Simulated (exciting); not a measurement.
ZrBrN, space group R-3m, N K edge of atom 5, with 4 Zr at 2.15 Å (distorted tetrahedral, site symmetry 3m); the tensor is averaged over the atoms equivalent by symmetry. Method: exciting, all-electron LAPW+lo, LDA, exchange and screened direct term (singlet BSE), 3×3×3 shifted k points, 50 conduction bands, |G+q| up to 3 bohr⁻¹, full RPA screening with nempty = 82, Lorentzian half width 0.45 eV.

```xyz
6
Lattice="1.8271 1.0549 10.1508 -1.8271 1.0549 10.1508 0.0000 -2.1097 10.1508" Properties=species:S:1:pos:R:3 pbc="T T T"
Zr    0.0000    0.0000    3.7770
Zr    0.0000    0.0000   26.6754
Br    0.0000    0.0000   11.9486
Br    0.0000    0.0000   18.5038
N     0.0000    0.0000    5.9399
N     0.0000    0.0000   24.5126
```

Energy from the Kohn–Sham onset, core level to the lowest empty state found on the meshes used; scaled to the maximum of the polarisation mean:

| E (eV) | curve 1 | curve 2 |
| --- | --- | --- |
| -4.5 | 0.02 | 0.02 |
| -4.0 | 0.03 | 0.03 |
| -3.5 | 0.03 | 0.04 |
| -3.0 | 0.04 | 0.05 |
| -2.5 | 0.06 | 0.07 |
| -2.0 | 0.08 | 0.11 |
| -1.5 | 0.12 | 0.21 |
| -1.0 | 0.23 | 0.45 |
| -0.5 | 0.52 | 0.54 |
| 0.0 | 1.08 | 0.68 |
| 0.5 | 0.92 | 0.66 |
| 1.0 | 0.60 | 0.68 |
| 1.5 | 0.65 | 0.69 |
| 2.0 | 0.76 | 0.90 |
| 2.5 | 0.92 | 1.01 |
| 3.0 | 0.74 | 0.72 |
| 3.5 | 0.50 | 0.61 |
| 4.0 | 0.30 | 0.50 |
| 4.5 | 0.25 | 0.41 |
| 5.0 | 0.33 | 0.32 |
| 5.5 | 0.36 | 0.33 |
| 6.0 | 0.34 | 0.31 |
| 6.5 | 0.35 | 0.28 |
| 7.0 | 0.36 | 0.27 |
| 7.5 | 0.34 | 0.29 |
| 8.0 | 0.31 | 0.27 |
| 8.5 | 0.28 | 0.26 |
| 9.0 | 0.29 | 0.29 |
| 9.5 | 0.28 | 0.30 |
| 10.0 | 0.23 | 0.31 |
| 10.5 | 0.21 | 0.30 |
| 11.0 | 0.24 | 0.29 |
| 11.5 | 0.36 | 0.30 |
| 12.0 | 0.51 | 0.36 |
| 12.5 | 0.39 | 0.36 |
| 13.0 | 0.34 | 0.35 |
| 13.5 | 0.34 | 0.30 |
| 14.0 | 0.28 | 0.24 |
| 14.5 | 0.23 | 0.24 |
| 15.0 | 0.18 | 0.22 |
| 15.5 | 0.16 | 0.19 |
| 16.0 | 0.14 | 0.17 |
| 16.5 | 0.15 | 0.16 |
| 17.0 | 0.16 | 0.18 |
| 17.5 | 0.16 | 0.19 |
| 18.0 | 0.17 | 0.21 |
| 18.5 | 0.19 | 0.19 |
| 19.0 | 0.19 | 0.19 |
| 19.5 | 0.16 | 0.20 |
| 20.0 | 0.15 | 0.20 |
| 20.5 | 0.16 | 0.16 |
| 21.0 | 0.18 | 0.14 |
| 21.5 | 0.16 | 0.13 |

**Question.** The curves are the diagonal elements of Im ε for ε ∥ c and ⊥ c. Which is which?

Curve 1: ε ∥ c, maxima 0.1 eV (1.11), 2.4 eV (0.94) and 12.1 eV (0.51); 5 lower ones aren't listed. Curve 2: ε ⊥ c, maxima -0.1 eV (0.69), 0.7 eV (0.71) and 2.3 eV (1.04); 6 lower ones aren't listed. A K edge probes the empty p states along ε, which follow the bonds' lengths and directions.

[Banner, clock and machine lines of the logs are left out without a mark of their own.]

[Logs are printed without paths, hosts, clocks, repeated set-up lines and the standing remarks that a program may print on its own settings, such as how far it seeks lower states.]

[Hosts, paths, dates, database ids (printed as entryN), source tags and the programs' standing remarks are cut or masked in the printed files.]
